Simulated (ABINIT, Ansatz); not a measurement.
**Quasiparticle gap of TiO2 (Rutile) in ABINIT**

How does a plane-wave GW calculation on TiO2 (Rutile) run from the first input to the gap?

Main program and level: ABINIT 10.8.3; PBE and many-body steps on it, plane waves.

**The experiments to reproduce.**

- Gap 3.03 eV: experimental band gap, quoted; bulk crystal (quoted in “Polaron-induced phonon localization and stiffening in rutile TiO2”, 2016, arxiv:1612.05679).

- Gap 3.28 eV: optical bandgap after anatase to rutile transformation; spectroscopic ellipsometry; film (polycrystalline sol-gel film on Si(100), annealed at high temperature below 800 °C) (“Photocatalytic Performance of Sol-Gel Prepared TiO2 Thin Films Annealed at Various Temperatures”, 2023, pmc:10419699).

- Gap 3.09 ± 0.06 eV: optical gap from Tauc plot assuming indirect allowed transition; UV/vis diffuse reflectance, Kubelka-Munk and Tauc analysis; film (30 nm ALD shell on quartz particles, grown at 200 C, annealed in air at 500 C; rutile-rich with some anatase) on SiO2 (quartz particles) (“Defect-Mediated Crystallization of the Particulate TiO2 Photocatalyst Grown by Atomic Layer Deposition”, 2024, pmc:11726664).

- Gap 3.05 eV: band gap; bulk crystal (literature experimental value) (quoted in “Hydrogen related defects in titanium dioxide at the interface to palladium”, 2021, arxiv:2112.05953).

## 1. The structure

The structure is tetragonal, space group P4_2/mnm (No. 136). Conventional cell: a = 4.592 Å, b = 4.592 Å, c = 2.957 Å, α = 90.00°, β = 90.00°, γ = 90.00°. Nearest to Ti lie 6 O at 1.95 to 1.98 Å. O has 3 Ti at 1.95 to 1.98 Å nearest. Farther neighbours and most contacts between anions are not listed.

Structure file:

```cif
data_structure
_symmetry_space_group_name_H-M 'P4_2/mnm'
_symmetry_Int_Tables_number 136
_cell_length_a 4.5922
_cell_length_b 4.5922
_cell_length_c 2.9574
_cell_angle_alpha 90.000
_cell_angle_beta 90.000
_cell_angle_gamma 90.000
_cell_volume 62.37
loop_
_atom_site_label
_atom_site_type_symbol
_atom_site_symmetry_multiplicity
_atom_site_Wyckoff_symbol
_atom_site_fract_x
_atom_site_fract_y
_atom_site_fract_z
_atom_site_occupancy
Ti1 Ti 2 a 0.00000 0.00000 0.00000 1
O1 O 4 f 0.30496 0.30496 0.00000 1
```

The cell and positions come from the Crystallography Open Database and are kept as given unless a step says otherwise.

## 2. Ground state

This step: ABINIT 10.8.3; DFT, PBE, plane waves, norm-conserving pseudopotentials.

The ground-state density comes first.

run.abi reads:

```
acell 3*1.0 Angstrom
rprim 
  4.592200000000 0.000000000000 0.000000000000
  0.000000000000 4.592200000000 0.000000000000
  0.000000000000 0.000000000000 2.957400000000
ntypat 2
znucl 22 8
natom 6
typat 1 1 2 2 2 2
xred 
  0.000000000000 0.000000000000 0.000000000000
  0.500000000000 0.500000000000 0.500000000000
  0.304960000000 0.304960000000 0.000000000000
  0.195040000000 0.804960000000 0.500000000000
  0.695040000000 0.695040000000 0.000000000000
  0.804960000000 0.195040000000 0.500000000000
pp_dirpath "pseudos"
pseudos "Ti.upf, O.upf"
ecut 38
ngkpt 4 4 8
nshiftk 1
shiftk 0 0 0
kptopt 1
chksymbreak 0
nband 31
occopt 1
tolvrs 1e-10
nstep 60
prtwf 0
indata_prefix "in"
outdata_prefix "out"
tmpdata_prefix "tmp"
```

The run is started by

```
$ OMP_NUM_THREADS=1 mpirun -n 8 abinit run.abi > log
```

Numbers of over 12 decimals in the logs are rounded to 6 here.

Output:

```text
.Version 10.8.3 of ABINIT. v10.8.2 released Aug 2026.

 Symmetries : space group P4_2/m n m (#136); Bravais tP (primitive tetrag.)
================================================================================
 Values of the parameters that define the memory need of the present run
     intxc =       0    ionmov =       0      iscf =       7    lmnmax =       6
     lnmax =       6     mgfft =      50  mpssoang =       3    mqgrid =    3001
     natom =       6  nloc_mem =       1    nspden =       1   nspinor =       1
    nsppol =       1      nsym =      16    n1xccc =    2501    ntypat =       2
    occopt =       1   xclevel =       2
-    mband =          31        mffmem =           1         mkmem =           4
       mpw =        4726          nfft =       80000          nkpt =          30
================================================================================
  Rough estimation (10% accuracy) of disk space for files :
================================================================================

--------------------------------------------------------------------------------
------------- Echo of variables that govern the present computation ------------
--------------------------------------------------------------------------------
 -outvars: echo values of preprocessed input variables --------
            acell      1.8897261259E+00  1.8897261259E+00  1.8897261259E+00 Bohr

      chksymbreak           0
             ecut      3.80000000E+01 Hartree
-          fftalg         312

              ixc     -101130
              kpt      0.00000000E+00  0.00000000E+00  0.00000000E+00
                       2.50000000E-01  0.00000000E+00  0.00000000E+00
                       5.00000000E-01  0.00000000E+00  0.00000000E+00
                       2.50000000E-01  2.50000000E-01  0.00000000E+00
                       5.00000000E-01  2.50000000E-01  0.00000000E+00
                       5.00000000E-01  5.00000000E-01  0.00000000E+00
                       0.00000000E+00  0.00000000E+00  1.25000000E-01
                       2.50000000E-01  0.00000000E+00  1.25000000E-01
                       5.00000000E-01  0.00000000E+00  1.25000000E-01
   [... 19 further rows ...]
                       5.00000000E-01  2.50000000E-01  5.00000000E-01
                       5.00000000E-01  5.00000000E-01  5.00000000E-01
         kptrlatt        4    0    0      0    4    0      0    0    8
          kptrlen      3.47120013E+01
P           mkmem           4
            natom           6
            nband          31
            ngfft          50      50      32
             nkpt          30
            nstep          60
             nsym          16
           ntypat           2
              occ      2.000000  2.000000  2.000000  2.000000  2.000000  2.000000
                       2.000000  2.000000  2.000000  2.000000  2.000000  2.000000
                       2.000000  2.000000  2.000000  2.000000  2.000000  2.000000
                       2.000000  2.000000  2.000000  2.000000  2.000000  2.000000
                       0.000000  0.000000  0.000000  0.000000  0.000000  0.000000
                       0.000000
            prtwf           0
            rprim      4.5922000000E+00  0.0000000000E+00  0.0000000000E+00
[...]
spgroup         136

           tolvrs      1.00000000E-10

             xred      0.0000000000E+00  0.0000000000E+00  0.0000000000E+00
[...]
znucl       22.00000    8.00000

================================================================================

 chkinp: Checking input parameters for consistency.

================================================================================
== DATASET  1 ==================================================================
-   mpi_nproc: 8, omp_nthreads: 1 (-1 if OMP is not activated)

--- !DatasetInfo
iteration_state: {dtset: 1, }
dimensions: {natom: 6, nkpt: 30, mband: 31, nsppol: 1, nspinor: 1, nspden: 1, mpw: 4726, }
cutoff_energies: {ecut:  38.0, pawecutdg:  -1.0, }
electrons: {nelect:   4.80000000E+01, charge:   0.00000000E+00, occopt:   1.00000000E+00, tsmear:   1.00000000E-02, }

 Real(R)+Recip(G) space primitive vectors, cartesian coordinates (Bohr,Bohr^-1):
 R(1)=  8.6780003  0.0000000  0.0000000  G(1)=  0.1152339  0.0000000  0.0000000
 R(2)=  0.0000000  8.6780003  0.0000000  G(2)=  0.0000000  0.1152339  0.0000000
 R(3)=  0.0000000  0.0000000  5.5886760  G(3)=  0.0000000  0.0000000  0.1789333
 Unit cell volume ucvol=  4.2087028E+02 bohr^3
 Angles (23,13,12)=  9.00000000E+01  9.00000000E+01  9.00000000E+01 degrees

 getcut: wavevector=  0.0000  0.0000  0.0000  ngfft=  50  50  32
         ecut(hartree)=     38.000   => boxcut(ratio)=   2.06340

--- Pseudopotential description ------------------------------------------------
- Ti Generated using ONCVPSP code by D. R. Hamann
- 22.00000  12.00000  171031                  znucl, zion, pspdat
12 -101130 2 -1 1586                          pspcod,pspxc,lmax,lloc,mmax
     nproj     2     2     2
  pspatm : epsatm=   14.68144553
         --- l  ekb(1:nproj) -->
[...]
pspatm: atomic psp has been read  and splines computed

- O Generated using ONCVPSP code by D. R. Hamann
-  8.00000   6.00000  171031                  znucl, zion, pspdat
[...]
ETOT 12  -185.20999351226    -6.887E-10 4.657E-04 1.733E-08
 ETOT 13  -185.20999351228    -2.390E-11 8.106E-04 1.246E-08
 ETOT 14  -185.20999351229    -4.320E-12 4.243E-04 1.891E-10
 ETOT 15  -185.20999351229    -3.041E-12 8.204E-04 1.068E-10
 ETOT 16  -185.20999351229     5.741E-12 4.645E-04 6.879E-12

 At SCF step   16       vres2   =  6.88E-12 < tolvrs=  1.00E-10 =>converged.

 Cartesian components of stress tensor (hartree/bohr^3)
  sigma(1 1)= -1.53689884E-04  sigma(3 2)=  0.00000000E+00
  sigma(2 2)= -1.53689884E-04  sigma(3 1)=  0.00000000E+00
  sigma(3 3)= -1.27535566E-04  sigma(2 1)=  0.00000000E+00

--- !ResultsGS
iteration_state: {dtset: 1, }
comment   : Summary of ground state results
lattice_vectors:
- [  8.6780003,   0.0000000,   0.0000000, ]
- [  0.0000000,   8.6780003,   0.0000000, ]
- [  0.0000000,   0.0000000,   5.5886760, ]
lattice_lengths: [   8.67800,    8.67800,    5.58868, ]
lattice_angles: [ 90.000,  90.000,  90.000, ] # degrees, (23, 13, 12)
lattice_volume:   4.2087028E+02
convergence: {deltae:  5.741E-12, res2:  6.879E-12, residm:  4.645E-04, diffor: null, }
etotal    :  -1.85209994E+02
entropy   :   0.00000000E+00
fermie    :   2.07992628E-01
cartesian_stress_tensor: # hartree/bohr^3
- [ -1.53689884E-04,   0.00000000E+00,   0.00000000E+00, ]
- [  0.00000000E+00,  -1.53689884E-04,   0.00000000E+00, ]
- [  0.00000000E+00,   0.00000000E+00,  -1.27535566E-04, ]
pressure_GPa:   4.2652E+00
xred      :
- [  0.0000E+00,   0.0000E+00,   0.0000E+00, Ti]
- [  5.0000E-01,   5.0000E-01,   5.0000E-01, Ti]
- [  3.0496E-01,   3.0496E-01,   0.0000E+00,  O]
- [  1.9504E-01,   8.0496E-01,   5.0000E-01,  O]
- [  6.9504E-01,   6.9504E-01,   0.0000E+00,  O]
- [  8.0496E-01,   1.9504E-01,   5.0000E-01,  O]
cartesian_forces: # hartree/bohr
- [ -0.00000000E+00,  -0.00000000E+00,  -0.00000000E+00, ]
- [ -0.00000000E+00,  -0.00000000E+00,  -0.00000000E+00, ]
- [ -1.19859205E-03,  -1.19859205E-03,  -0.00000000E+00, ]
- [  1.19859205E-03,  -1.19859205E-03,  -0.00000000E+00, ]
- [  1.19859205E-03,   1.19859205E-03,  -0.00000000E+00, ]
- [ -1.19859205E-03,   1.19859205E-03,  -0.00000000E+00, ]
force_length_stats: {min:   0.00000000E+00, max:   1.69506513E-03, mean:   1.13004342E-03, }

 Integrated electronic density in atomic spheres:
 ------------------------------------------------
 Atom  Sphere_radius  Integrated_density
[...]
================================================================================

 ----iterations are completed or convergence reached----

 Mean square residual over all n,k,spin=   13.560E-07; max=  46.447E-05
 reduced coordinates (array xred) for    6 atoms
[...]
0.500000000000      0.500000000000      0.500000000000
       0.304960000000      0.304960000000      0.000000000000
       0.195040000000      0.804960000000      0.500000000000
       0.695040000000      0.695040000000      0.000000000000
       0.804960000000      0.195040000000      0.500000000000
 rms dE/dt=  6.9343E-03; max dE/dt=  1.0401E-02; dE/dt below (all hartree)
    1       0.000000000000      0.000000000000      0.000000000000
    2       0.000000000000      0.000000000000      0.000000000000
    3       0.010401382186      0.010401382186      0.000000000000
    4      -0.010401382186      0.010401382186      0.000000000000
    5      -0.010401382186     -0.010401382186      0.000000000000
    6       0.010401382186     -0.010401382186      0.000000000000

 cartesian coordinates (angstrom) at end:
    1      0.000000     0.000000     0.000000
    2      2.296100     2.296100     1.478700
    3      1.400437     1.400437     0.000000
    4      0.895663     3.696537     1.478700
[...]
cartesian forces (hartree/bohr) at end:
[...]
frms,max,avg= 7.9906137E-04 1.1985920E-03   0.000E+00  0.000E+00  0.000E+00 h/b

 cartesian forces (eV/Angstrom) at end:
[...]
2     -0.000000    -0.000000    -0.000000
    3     -0.061634    -0.061634    -0.000000
    4      0.061634    -0.061634    -0.000000
    5      0.061634     0.061634    -0.000000
    6     -0.061634     0.061634    -0.000000
 frms,max,avg= 4.1089388E-02 6.1634081E-02   0.000E+00  0.000E+00  0.000E+00 e/A
 length scales=  1.889726125908  1.889726125908  1.889726125908 bohr
              =  1.000000000000  1.000000000000  1.000000000000 angstroms
 prteigrs : about to open file out_EIG
 Fermi (or HOMO) energy (hartree) =   0.20799   Average Vxc (hartree)=  -0.42239
 Eigenvalues (hartree) for nkpt=  30  k points:
 kpt#   1, nband= 31, wtk=  0.00781, kpt=  0.0000  0.0000  0.0000 (reduced coord)
  -1.88167   -1.88104   -1.01196   -1.01196   -1.00585   -1.00585   -1.00431   -1.00306
  -0.45917   -0.41623   -0.38859   -0.38859   -0.00405    0.01113    0.02781    0.06715
   0.06715    0.11434    0.11434    0.13502    0.18181    0.19139    0.19139    0.20799
   0.27843    0.28955    0.29815    0.30160    0.30160    0.37163    0.37784
 prteigrs : prtvol=0 or 1, do not print more k-points.

--- !EnergyTerms
iteration_state     : {dtset: 1, }
comment             : Components of total free energy in Hartree
kinetic             :  9.00957221993542E+01
hartree             :  4.27092651041187E+01
xc                  : -3.41695358225664E+01
Ewald energy        : -1.32190796511257E+02
psp_core            :  6.17517158894087E+00
local_psp           : -1.49407088145961E+02
non_local_psp       : -8.42273192491491E+00
total_energy        : -1.85209993512286E+02
total_energy_eV     : -5.03982067007844E+03
band_energy         : -2.04926177773450E+01

 Cartesian components of stress tensor (hartree/bohr^3)
  sigma(1 1)= -1.53689884E-04  sigma(3 2)=  0.00000000E+00
  sigma(2 2)= -1.53689884E-04  sigma(3 1)=  0.00000000E+00
  sigma(3 3)= -1.27535566E-04  sigma(2 1)=  0.00000000E+00

-Cartesian components of stress tensor (GPa)         [Pressure=  4.2652E+00 GPa]
- sigma(1 1)= -4.52171250E+00  sigma(3 2)=  0.00000000E+00
- sigma(2 2)= -4.52171250E+00  sigma(3 1)=  0.00000000E+00
- sigma(3 3)= -3.75222591E+00  sigma(2 1)=  0.00000000E+00

== END DATASET(S) ==============================================================
================================================================================

 -outvars: echo values of variables after computation  --------
           etotal     -1.8520999351E+02
            nband          31
             nkpt          30
          spgroup         136
 [... the other variables as echoed above ...]

 Calculation completed.
```

Run time: 30 s. Hardware: 8 MPI ranks of Arm Neoverse V2, shared host; peak memory 0.64 GiB.

Numbers from this step:

* total energy: -5039.8207 eV
* gap: 1.917 eV
* k of the valence top: 0, 0, 0
* k of the conduction bottom: 0, 0, 0
* least direct gap: 1.917 eV
* pressure: 4.265 GPa

The gap is direct, at Γ.

The cutoff was set for levels, not for stress, so the pressure can be off by some GPa.

[end of part 1 of 3]

[Paths, hosts, dates, memory and timing lines, banners, echoed tables and standing remarks are left out of the program output.]

[Logs are printed without paths, hosts, clocks, repeated set-up lines and the standing remarks that a program may print on its own settings, such as how far it seeks lower states.]

[Runs of the session that timed out or met a known fault of the program may be left out.]

[Hosts, paths, dates, database ids (printed as entryN), source tags and the programs' standing remarks are cut or masked in the printed files.]

[G0W0 gaps are taken among the corrected bands and points alone; a level outside them can change the order at an edge.]

[Where Ansatz stands beside ABINIT at settings called matched, ABINIT's density can come from a denser mesh and the files from another edition; pairs whose starting gaps differed by over 0.03 eV were left out, so agreement reads better than it is.]
